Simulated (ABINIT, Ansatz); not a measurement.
# CsGeCl3 (R3m): bands and cutoff in G0W0 with ABINIT, part 2 of 2

Wanted: a converged G0W0 gap of CsGeCl3 (R3m), or an estimate of the limit.

ABINIT 10.8.3; LDA and many-body steps on it, plane waves. Known limits of the many-body steps: not at the basis limit; no spin-orbit coupling; coarse k mesh.

So far. Step 3 (Screening, 2×2×2 mesh, 62 bands, screening to 76.2 eV): Local fields lower ε∞ by 18 %. On a Γ-centred mesh this coarse the value itself is usually too large, while a short band sum pulls it down. Step 4 (62 bands, 76.2 eV): The gap on the mesh goes from 1.98 eV to 3.69 eV, a correction of +1.72 eV.

## (6) 146 bands, 141.5 eV

This step: G0W0 on LDA, plane waves, norm-conserving pseudopotentials.

Input file run.abi:

```
acell 3*1.0 Angstrom
rprim 
  3.846816390705 2.220960478697 3.178300533600
  -3.846816390705 2.220960478697 3.178300533600
  0.000000000000 -4.441920957394 3.178300533600
ntypat 3
znucl 55 32 17
natom 5
typat 1 2 3 3 3
xred 
  0.998403350000 0.998403350000 0.998403350000
  0.515533150000 0.515533150000 0.515533150000
  0.496712670000 0.496712670000 0.948638170000
  0.496712670000 0.948638170000 0.496712670000
  0.948638170000 0.496712670000 0.496712670000
pp_dirpath "pseudos"
pseudos "Cs.upf, Ge.upf, Cl.upf"
ecut 56
ngkpt 2 2 2
nshiftk 1
shiftk 0 0 0
kptopt 1
chksymbreak 0
istwfk *1
occopt 1
irdwfk 1
optdriver 4
nband 146
gwcalctyp 0
ecutsigx 56
symsigma 1
nkptgw 2
kptgw 
  0.5000000000 0.5000000000 0.5000000000
  0.0000000000 0.0000000000 0.0000000000
bdgw 
  25 28
  24 29
ecuteps 5.2
irdscr 1
ppmodel 1
indata_prefix "in"
outdata_prefix "out"
tmpdata_prefix "tmp"
```

Launch:

```
$ OMP_NUM_THREADS=1 mpirun -n 8 abinit run.abi > log
```

Numbers of over 12 decimals in the logs are rounded to 6 here.

Log:

```text
.Version 10.8.3 of ABINIT. v10.8.2 released Aug 2026.

 Symmetries : space group R3 m (#160); Bravais hR (rhombohedral)
[... echo of the input left out ...]
== DATASET  1 ==================================================================
-   mpi_nproc: 8, omp_nthreads: 1 (-1 if OMP is not activated)

--- !DatasetInfo
iteration_state: {dtset: 1, }
dimensions: {natom: 5, nkpt: 4, mband: 146, nsppol: 1, nspinor: 1, nspden: 1, mpw: 22041, }
cutoff_energies: {ecut:  56.0, pawecutdg:  -1.0, }
electrons: {nelect:   5.20000000E+01, charge:   0.00000000E+00, occopt:   1.00000000E+00, tsmear:   1.00000000E-02, }

 SIGMA: Calculation of the GW corrections

 Based on a program developped by R.W. Godby, V. Olevano, G. Onida, and L. Reining.
 Incorporated in ABINIT by V. Olevano, G.-M. Rignanese, and M. Torrent.
.Using double precision arithmetic ; gwpc =  8

[... cell and pseudopotentials left out ...]
--------------------------------------------------------------------------------

 ==== K-mesh for the wavefunctions ====
 Number of points in the irreducible wedge :     4
[... list of points left out ...]
 Together with  6 symmetry operations and time-reversal symmetry
 yields     8 points in the full Brillouin Zone.

 ==== Q-mesh for screening function ====
 Number of points in the irreducible wedge :     4
[... list of points left out ...]
 Together with  6 symmetry operations and time-reversal symmetry
 yields     8 points in the full Brillouin Zone.

 vcoul_init : cutoff-mode = AUXILIARY_FUNCTION
 q-points for optical limit:   1
     1)      0.000010    0.000020    0.000030
 setmesh: FFT mesh size selected  =    72x   72x   72
          total number of points  =       373248

 Number of electrons calculated from density =   52.0000; Expected =   52.0000
[...]
number of omega for Sigma on real axis              0
 max omega for Sigma on real axis  [eV]           0.00
 zcut for avoiding poles [eV]                     0.10

 EPSILON^-1 parameters (SCR file):
 dimension of the eps^-1 matrix on file            619
 dimension of the eps^-1 matrix used               619
 number of plane-waves for wavefunctions         22041
 number of bands                                   146
 number of q-points in IBZ                           4
 number of frequencies                               2
 number of real frequencies                          1
 number of imag frequencies                          1

 matrix elements of self-energy operator (all in [eV])

 Perturbative Calculation

--- !SelfEnergy_ee
iteration_state: {dtset: 1, }
kpoint     : [   0.500,    0.500,    0.500, ]
spin       : 1
KS_gap     :    1.977
QP_gap     :    3.624
Delta_QP_KS:    1.646
data: !SigmaeeData |
     Band     E0 <VxcDFT>   SigX SigC(E0)      Z dSigC/dE  Sig(E)    E-E0       E
       25  -0.190 -14.219 -18.514   3.080   0.772  -0.296 -15.156  -0.938  -1.128
       26   1.959 -14.764 -16.833   1.621   0.788  -0.269 -15.117  -0.353   1.606
       27   3.936 -11.282  -6.604  -3.078   0.809  -0.237  -9.989   1.293   5.229
[...]
--- !SelfEnergy_ee
iteration_state: {dtset: 1, }
kpoint     : [   0.000,    0.000,    0.000, ]
spin       : 1
KS_gap     :    5.520
QP_gap     :    7.225
Delta_QP_KS:    1.705
data: !SigmaeeData |
     Band     E0 <VxcDFT>   SigX SigC(E0)      Z dSigC/dE  Sig(E)    E-E0       E
[...]
28   6.059  -7.267  -2.987  -3.149   0.841  -0.189  -6.316   0.951   7.010
       29   6.059  -7.267  -2.987  -3.149   0.841  -0.189  -6.316   0.951   7.010

== END DATASET(S) ==============================================================
================================================================================

 -outvars: echo values of variables after computation  --------
           etotal      0.0000000000E+00
            nband         146
             nkpt           4
          spgroup         160
 [... the other variables as echoed above ...]

 Calculation completed.
```

Run time: 17 s. Hardware: 8 MPI ranks of Arm Neoverse V2, shared host; peak memory 2.9 GiB; 2.3 min of CPU time.

Numbers from this step:

- G0W0 gap on the points computed: 3.623 eV
- starting gap on the mesh: 1.977 eV
- k of the valence top: 0.5, 0.5, 0.5
- k of the conduction bottom: 0.5, 0.5, 0.5
- Z at the valence top: 0.788
- Z at the conduction bottom: 0.809
- least direct G0W0 gap on the computed points: 3.623 eV

Against G0W0 in ABINIT (2×2×2 mesh, 62 bands, screening to 76.2 eV, Godby-Needs plasmon pole), the gap moves by −0.070 eV.

## (7) Screening, 2×2×2 mesh, 320 bands, screening to 217.7 eV

This step: RPA screening on LDA, plane waves, norm-conserving pseudopotentials.

Edit run.abi of step 6 so:

```diff
@@ -26,17 +26,8 @@
 irdwfk 1
-optdriver 4
-nband 146
-gwcalctyp 0
-ecutsigx 56
-symsigma 1
-nkptgw 2
-kptgw 
-  0.5000000000 0.5000000000 0.5000000000
-  0.0000000000 0.0000000000 0.0000000000
-bdgw 
-  25 28
-  24 29
-ecuteps 5.2
-irdscr 1
-ppmodel 1
+optdriver 3
+nband 320
+ecuteps 8
+inclvkb 2
+awtr 1
+symchi 1
 indata_prefix "in"
```

Log:

```text
.Version 10.8.3 of ABINIT. v10.8.2 released Aug 2026.

 Symmetries : space group R3 m (#160); Bravais hR (rhombohedral)
[... echo of the input left out ...]
== DATASET  1 ==================================================================
-   mpi_nproc: 8, omp_nthreads: 1 (-1 if OMP is not activated)

--- !DatasetInfo
iteration_state: {dtset: 1, }
dimensions: {natom: 5, nkpt: 4, mband: 320, nsppol: 1, nspinor: 1, nspden: 1, mpw: 22041, }
cutoff_energies: {ecut:  56.0, pawecutdg:  -1.0, }
[...]
--------------------------------------------------------------------------------
[... chi0 elements left out ...]
 For q-point:  0.000010 0.000020 0.000030
  dielectric constant =   5.9621
  dielectric constant without local fields =   7.2350

  Average fulfillment of the sum rule on Im[epsilon] for q-point    1 :     61.57  [%]
[... wings left out ...]
  q-point number  2        q = ( 0.500000, 0.000000, 0.000000) [r.l.u.]
--------------------------------------------------------------------------------
[... chi0 elements left out ...]
  Average fulfillment of the sum rule on Im[epsilon] for q-point    2 :     64.24  [%]

 [... 2 further q-points ...]
```

Wall time 2.5 min (8 MPI ranks); peak memory 6.8 GiB; 20 min of CPU time.

This step gave:

| Item | Value |
| --- | --- |
| ε∞ with local fields, on this mesh, along the program's q direction | 5.962 |
| the same without local fields | 7.235 |
| plasma frequency | 20.98 eV |
| plane waves in the screening matrix | 1207 |

## (8) 320 bands, 217.7 eV

This step: G0W0 on LDA, plane waves, norm-conserving pseudopotentials.

Edit run.abi of step 7 so:

```diff
@@ -26,8 +26,17 @@
 irdwfk 1
-optdriver 3
+optdriver 4
 nband 320
+gwcalctyp 0
+ecutsigx 56
+symsigma 1
+nkptgw 2
+kptgw 
+  0.5000000000 0.5000000000 0.5000000000
+  0.0000000000 0.0000000000 0.0000000000
+bdgw 
+  25 28
+  24 29
 ecuteps 8
-inclvkb 2
-awtr 1
-symchi 1
+irdscr 1
+ppmodel 1
 indata_prefix "in"
```

Log:

```text
.Version 10.8.3 of ABINIT. v10.8.2 released Aug 2026.

 Symmetries : space group R3 m (#160); Bravais hR (rhombohedral)
[... echo of the input left out ...]
== DATASET  1 ==================================================================
-   mpi_nproc: 8, omp_nthreads: 1 (-1 if OMP is not activated)

--- !DatasetInfo
iteration_state: {dtset: 1, }
dimensions: {natom: 5, nkpt: 4, mband: 320, nsppol: 1, nspinor: 1, nspden: 1, mpw: 22041, }
cutoff_energies: {ecut:  56.0, pawecutdg:  -1.0, }
[...]
Band     E0 <VxcDFT>   SigX SigC(E0)      Z dSigC/dE  Sig(E)    E-E0       E
[...]
28   6.059  -7.267  -2.987  -3.345   0.840  -0.191  -6.482   0.785   6.844
       29   6.059  -7.267  -2.987  -3.345   0.840  -0.191  -6.482   0.785   6.844

== END DATASET(S) ==============================================================
================================================================================

 -outvars: echo values of variables after computation  --------
           etotal      0.0000000000E+00
            nband         320
             nkpt           4
          spgroup         160
 [... the other variables as echoed above ...]

 Calculation completed.
```

Run time: 94 s. Hardware: 8 MPI ranks; peak memory 6.8 GiB.

This step gave:

* G0W0 gap on the points computed: 3.678 eV
* starting gap on the mesh: 1.977 eV
* k of the valence top: 0.5, 0.5, 0.5
* k of the conduction bottom: 0.5, 0.5, 0.5
* least direct G0W0 gap on the computed points: 3.678 eV

Against G0W0 in ABINIT (2×2×2 mesh, 146 bands, screening to 141.5 eV, Godby-Needs plasmon pole), the gap moves by +0.055 eV.

## (9) The runs together

Times are wall times on 8 MPI ranks of Arm Neoverse V2, shared host, good to a factor of about two. A run's time includes the screening step that it read.

```tsv
run	mesh	bands	screening cutoff (eV)	DFT gap (eV)	gap on the mesh (eV)	direct (eV)	ε∞ used	time
62 bands, 76.2 eV	2×2×2	62	76.2	1.977	3.693	3.693	5.92	22 s
146 bands, 141.5 eV	2×2×2	146	141.5	1.977	3.623	3.623	5.96	61 s
320 bands, 217.7 eV	2×2×2	320	217.7	1.977	3.678	3.678	5.96	4.1 min
```

## (10) Summary of results

| Quantity | Value |
| --- | --- |
| 62 bands, 76.2 eV | 3.693 eV |
| 146 bands, 141.5 eV | 3.623 eV |
| 320 bands, 217.7 eV | 3.678 eV |
| known limits | not at the basis limit; no spin-orbit coupling; coarse k mesh |

In words: From the first rung to the last the gap moves by −0.01 eV for 11 times the time. The gap turns back along the series, so no limit is drawn from it. In the G0W0 runs levels were corrected at 2 k points alone, so a gap called «on the mesh» is the least over those, and an edge elsewhere would be missed. The 2×2×2 mesh is coarse for this cell, which bears on the long-range parts of exchange and screening. The many-body steps are scalar-relativistic: spin-orbit coupling is not in them.

[Paths, hosts, dates, memory and timing lines, banners, echoed tables and standing remarks are left out of the program output.]

[Logs are printed without paths, hosts, clocks, repeated set-up lines and the standing remarks that a program may print on its own settings, such as how far it seeks lower states.]

[Runs of the session that timed out or met a known fault of the program may be left out.]

[Hosts, paths, dates, database ids (printed as entryN), source tags and the programs' standing remarks are cut or masked in the printed files.]

[G0W0 gaps are taken among the corrected bands and points alone; a level outside them can change the order at an edge.]

[Where Ansatz stands beside ABINIT at settings called matched, ABINIT's density can come from a denser mesh and the files from another edition; pairs whose starting gaps differed by over 0.03 eV were left out, so agreement reads better than it is.]
